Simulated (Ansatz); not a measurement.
## Relaxing (8,0) carbon nanotube bundle (64 atoms)

Wanted: the relaxed structure of (8,0) carbon nanotube bundle (64 atoms) and its electronic structure.

Main program and level: Ansatz 0.2.0; Kohn-Sham DFT, PBE+D4, PAW (set soft_2), plane waves.

## 1. Set-up

The cell holds 64 atoms: 64 C. Cell: a = 9.564 Å, b = 9.564 Å, c = 8.522 Å, α = 90.0°, β = 90.0°, γ = 120.0°. It derives from C (graphene). Graphene sheet (a = 2.46 Å) rolled into a (8,0) tube of diameter 6.26 Å, 2 periods, hexagonal bundle with 3.3 Å between walls; every coordinate displaced by a Gaussian of 0.03 Å.

## 2. Single point at the start

The forces at the start show how far the geometry lies from a minimum of this functional.

Input file input.yaml:

```yaml
crystal:
  lattice:
    - [9.56434, 0.0, 0.0]
    - [-4.78217, 8.28296, 0.0]
    - [0.0, 0.0, 8.52169]
  atoms:
    - { symbol: C, position: [0.32989, 0.00214, 0.16763] }
    - { symbol: C, position: [0.37196, 0.13834, 0.07645] }
    - { symbol: C, position: [0.372, 0.26594, 0.16499] }
    - { symbol: C, position: [0.29776, 0.34824, 0.07923] }
    [... 54 atom lines left out ...]
    - { symbol: C, position: [0.09809, 0.73195, 0.66461] }
    - { symbol: C, position: [0.23169, 0.85578, 0.58395] }
    - { symbol: C, position: [0.94294, 0.64737, 0.91962] }
    - { symbol: C, position: [0.09627, 0.73908, 0.83159] }
    - { symbol: C, position: [0.23108, 0.85689, 0.92138] }
    - { symbol: C, position: [0.32293, 0.004, 0.83505] }
kpoints:
  mp_grid: { grid: [2, 2, 2] }
hamiltonian:
  xc: pbe
  dispersion: d4
scf:
  occupations: { method: gaussian, width: 0.05 }
output:
  forces: true
  stress: true
  populations: true
  dos:
    method: { smearing: { sigma: 0.08 } }
    de: 0.1
    projected: { site_lists: { C: [C] } }
  eigenvalues: true
```

The run is started by

```
$ ansatz run input.yaml --threads 4 --pin off --max-ram 8192MiB --backend cpu --events-out ev --progress --plain --runs-dir out
```

Elapsed: 40 s, on 4 threads of Arm Neoverse V2, shared host; peak memory 2.9 GiB.

Read from the output:

```
free energy                             : -16051.5079 eV
free energy per atom                    : -250.8048 eV/atom
SCF cycles                              : 7
pressure                                : 7.003 GPa
r.m.s. force component                  : 1.92 eV/Å
longest force                           : 9.358 eV/Å
Fermi energy                            : 5.232 eV
levels partly filled by over 2 per cent : 2
spilling of the projection              : 0.009879
```

The r.m.s. force component of 1.9 eV/Å and the pressure of 7.0 GPa set the starting point.

Length of the force by element:

| element | coordination | atoms | mean length of the force (eV/Å) | spread | least | most |
| --- | --- | --- | --- | --- | --- | --- |
| C | all | 64 | 2.89 | 1.64 | 0.353 | 9.36 |

## 3. Relaxation

The atoms are relaxed in the fixed cell, aiming at the force tolerance of the input.

input.yaml, the sections that differ from step 2:

```yaml
output:
  forces: true
relax:
  f_tol: 0.05
  max_steps: 102
# crystal, kpoints, hamiltonian, scf: as in step 2
```

Wall time 1.7 min (4 threads); peak memory 2.9 GiB.

Relaxation path:

| step | energy less that of the first step (eV) | largest force component (eV/Å) |
| --- | --- | --- |
| 1 | 0.0000 | 8.2909 |
| 2 | -3.7954 | 3.2481 |
| 3 | -4.6508 | 0.1550 |
| 4 | -4.6568 | 0.0912 |
| 5 | -4.6618 | 0.0715 |
| 6 | -4.6644 | 0.0146 |

The atoms that moved most (Å):

| atom | dx | dy | dz | length |
| --- | --- | --- | --- | --- |
| C62 | 0.080 | -0.088 | 0.016 | 0.120 |
| C23 | -0.015 | -0.105 | -0.054 | 0.119 |
| C10 | 0.020 | 0.105 | -0.001 | 0.106 |
| C30 | 0.061 | -0.082 | -0.027 | 0.106 |
| C11 | -0.017 | 0.102 | 0.020 | 0.105 |
| C19 | -0.091 | -0.041 | -0.032 | 0.105 |
| C58 | 0.024 | -0.099 | 0.022 | 0.104 |
| C2 | 0.039 | 0.075 | 0.059 | 0.103 |

The relaxation changed the energy by -72.9 meV/atom, and atoms moved by 0.073 Å r.m.s., 0.12 Å at most.

## 4. Structure statistics after relaxation

Bonds before and after, by the cutoffs listed below:

| pair | bonds before | bonds after | mean before (Å) | mean after (Å) | spread before (Å) | spread after (Å) |
| --- | --- | --- | --- | --- | --- | --- |
| C-C | 96 | 96 | 1.415 | 1.426 | 0.044 | 0.006 |

Density 1.89 g/cm³, 10.55 Å³ an atom.

Pair distribution function in bins of 0.2 Å:

| r (Å) | total |
| --- | --- |
| 1.40 | 6.20 |
| 1.60 | 0.00 |
| 1.80 | 0.00 |
| 2.00 | 0.00 |
| 2.20 | 0.00 |
| 2.40 | 4.17 |
| 2.60 | 0.00 |
| 2.80 | 1.58 |
| 3.00 | 0.00 |
| 3.20 | 0.05 |
| 3.40 | 0.27 |
| 3.60 | 0.77 |
| 3.80 | 1.63 |
| 4.00 | 0.52 |
| 4.20 | 1.91 |
| 4.40 | 0.72 |
| 4.60 | 0.44 |
| 4.80 | 0.97 |
| 5.00 | 1.49 |
| 5.20 | 0.75 |
| 5.40 | 1.25 |
| 5.60 | 0.95 |
| 5.80 | 0.98 |
| 6.00 | 1.18 |
| 6.20 | 1.23 |
| 6.40 | 0.91 |
| 6.60 | 1.75 |
| 6.80 | 0.59 |

Bonds by pair of elements; cutoffs follow the first minimum of g(r), held within bounds set by covalent radii, and pairs that aren't listed don't count as bonded:

| pair A-B | cutoff (Å) | bonds | mean length (Å) | spread (Å) | shortest (Å) | B about A | A about B |
| --- | --- | --- | --- | --- | --- | --- | --- |
| C-C | 1.82 | 96 | 1.43 | 0.006 | 1.42 | 3 | 3 |

How many atoms have how many bonded neighbours:

| element | mean | 3 |
| --- | --- | --- |
| C | 3 | 64 |

Bond angles, per cent of each kind in bins of 5°:

| angle (°) | C-C-C |
| --- | --- |
| 115–120 | 100.0 |

Bond angles (no mean is given where the spread exceeds 20°):

| angle | count | mean (°) | spread (°) |
| --- | --- | --- | --- |
| C-C-C | 192 | 119 | 1.7 |

Rings of the network by King's shortest-path rule, up to 12 atoms, one path for each pair of neighbours; H, halogens, alkali and alkaline-earth atoms are left out, and the last column divides by all other atoms, bonded or not:

| ring size (atoms) | rings | per network atom |
| --- | --- | --- |
| 6 | 32 | 0.5 |

Counting bonds as in the table, all C atoms have 3 bonded neighbours. The C-C-C angle averages 119° with a spread of 1.7°. All rings counted have 6 atoms.

## 5. Single point at the relaxed geometry

One more single point at the end of the walk gives the fuller output and checks the residual forces.

Input file input.yaml:

```yaml
crystal:
  lattice:
    - [9.56434, 0.0, 0.0]
    - [-4.78217, 8.28296, 0.0]
    - [0.0, 0.0, 8.52169]
  atoms:
    - { symbol: C, position: [0.33123, 0.00041, 0.16719] }
    - { symbol: C, position: [0.38055, 0.14742, 0.08342] }
    - { symbol: C, position: [0.37197, 0.27259, 0.16717] }
    - { symbol: C, position: [0.3059, 0.35587, 0.0834] }
    [... 54 atom lines left out ...]
    - { symbol: C, position: [0.09933, 0.72849, 0.66718] }
    - { symbol: C, position: [0.23324, 0.85348, 0.58343] }
    - { symbol: C, position: [0.94995, 0.64542, 0.91715] }
    - { symbol: C, position: [0.09933, 0.72848, 0.83343] }
    - { symbol: C, position: [0.23322, 0.85346, 0.9172] }
    - { symbol: C, position: [0.33122, 0.00039, 0.83345] }
kpoints:
  mp_grid: { grid: [2, 2, 2] }
hamiltonian:
  xc: pbe
  dispersion: d4
scf:
  occupations: { method: gaussian, width: 0.05 }
output:
  forces: true
  stress: true
  populations: true
  dos:
    method: { smearing: { sigma: 0.08 } }
    de: 0.1
    projected: { site_lists: { C: [C] } }
  eigenvalues: true
  write_density: true
  write_potential: true
  volumetric_format: npy
```

Run time: 44 s. Hardware: 4 threads; peak memory 2.9 GiB; 2.9 min of CPU time.

The program notes that the exchange-correlation potential is rough where the density is thin.

Numbers from this run:

| Item | Value |
| --- | --- |
| free energy | -16056.1723 eV |
| free energy per atom | -250.8777 eV/atom |
| SCF cycles | 9 |
| pressure | -0.2031 GPa |
| r.m.s. force component | 0.0062 eV/Å |
| longest force | 0.0214 eV/Å |
| Fermi energy | 5.17 eV |
| levels partly filled by over 2 per cent | 2 |
| spilling of the projection | 0.009552 |

The mean of these charges, 0.038 e, is only the charge that the projection spills.

Löwdin charges by element (they lack the spilled electrons, 0.038 e an atom on average):

| element | coordination | atoms | mean charge (e) | spread | least | most |
| --- | --- | --- | --- | --- | --- | --- |
| C | all | 64 | 0.0382 | 3.0e-4 | 0.0378 | 0.039 |

Density of states as counts of states in windows of 1 eV (from the Fermi level), total and the larger projections:

| from (eV) | to (eV) | total | C p | C s |
| --- | --- | --- | --- | --- |
| -10 | -9 | 9.5 | 7.4 | 2.0 |
| -9 | -8 | 12.7 | 11.2 | 1.4 |
| -8 | -7 | 29.5 | 26.5 | 2.6 |
| -7 | -6 | 26.1 | 25.1 | 0.8 |
| -6 | -5 | 15.5 | 14.6 | 0.7 |
| -5 | -4 | 21.1 | 20.5 | 0.4 |
| -4 | -3 | 16.4 | 16.1 | 0.2 |
| -3 | -2 | 13.9 | 13.7 | 0.1 |
| -2 | -1 | 9.0 | 8.9 | 0.0 |
| -1 | 0 | 3.5 | 3.5 | 0.0 |
| 0 | 1 | 6.1 | 5.9 | 0.2 |
| 1 | 2 | 6.6 | 6.1 | 0.2 |
| 2 | 3 | 16.1 | 15.2 | 0.4 |
| 3 | 4 | 6.5 | 4.7 | 0.2 |
| 4 | 5 | 13.1 | 9.5 | 0.7 |

The curve was stored every 0.10 eV, coarse against its broadening of 0.08 eV, so these counts are rough.

Between -20 and -10 eV lie 99 more states.

The levels nearest the highest filled one (over half full), pooled over k-points and spins:

| level less the highest filled one (eV) | occupation |
| --- | --- |
| -0.490 | 2 |
| -0.369 | 2 |
| -0.257 | 2 |
| -0.01 | 1.97 |
| -0.0093 | 1.97 |
| 0 | 1.95 |
| 0.133 | 0.067 |
| 0.141 | 0.04 |
| 0.367 | 0 |
| 0.373 | 0 |
| 0.485 | 0 |
| 0.507 | 0 |

Löwdin charges run from +0.04 to +0.04 e, about a mean that is the spilled charge alone. Within 0.4 eV of the Fermi level the largest share is C p (96 % of the projected weight).

1 further run on a deliberately doubtful input is not shown.

## 6. Summary of results

```json
{"energy change in the relaxation": "-72.88 meV/atom", "r.m.s. displacement": "0.073 Å", "largest displacement": "0.12 Å", "free energy per atom": "-250.8777 eV/atom", "density": "1.891 g/cm³", "pressure": "-0.2031 GPa", "r.m.s. force component": "0.0062 eV/Å", "wall time of the 3 DFT runs": "3.1 min"}
```

Relaxation lowers the energy by 72.9 meV/atom and moves atoms by 0.073 Å r.m.s.; the r.m.s. force component goes from 1.9 to 0.0062 eV/Å, the pressure goes from 7.0 to -0.20 GPa. By the final cutoffs no bond was broken or made. From the first step to the last the energy fell by 4.664 eV, and the largest move was 0.12 Å (C62, with 1 other atom within 2 % of it). The C-C bonds go from 1.415 Å (spread 0.044) to 1.426 Å (spread 0.006). Counting bonds as in the table, all C atoms have 3 bonded neighbours. Counting bands leaves a spacing of only 0.13 eV (on the run's k-points), which the smearing bridges: 2 levels are partly filled by over 2 %, so a gap, if any, is small at this level.

[Logs are printed without paths, hosts, clocks, repeated set-up lines and the standing remarks that a program may print on its own settings, such as how far it seeks lower states.]

[Hosts, paths, dates, database ids (printed as entryN), source tags and the programs' standing remarks are cut or masked in the printed files.]
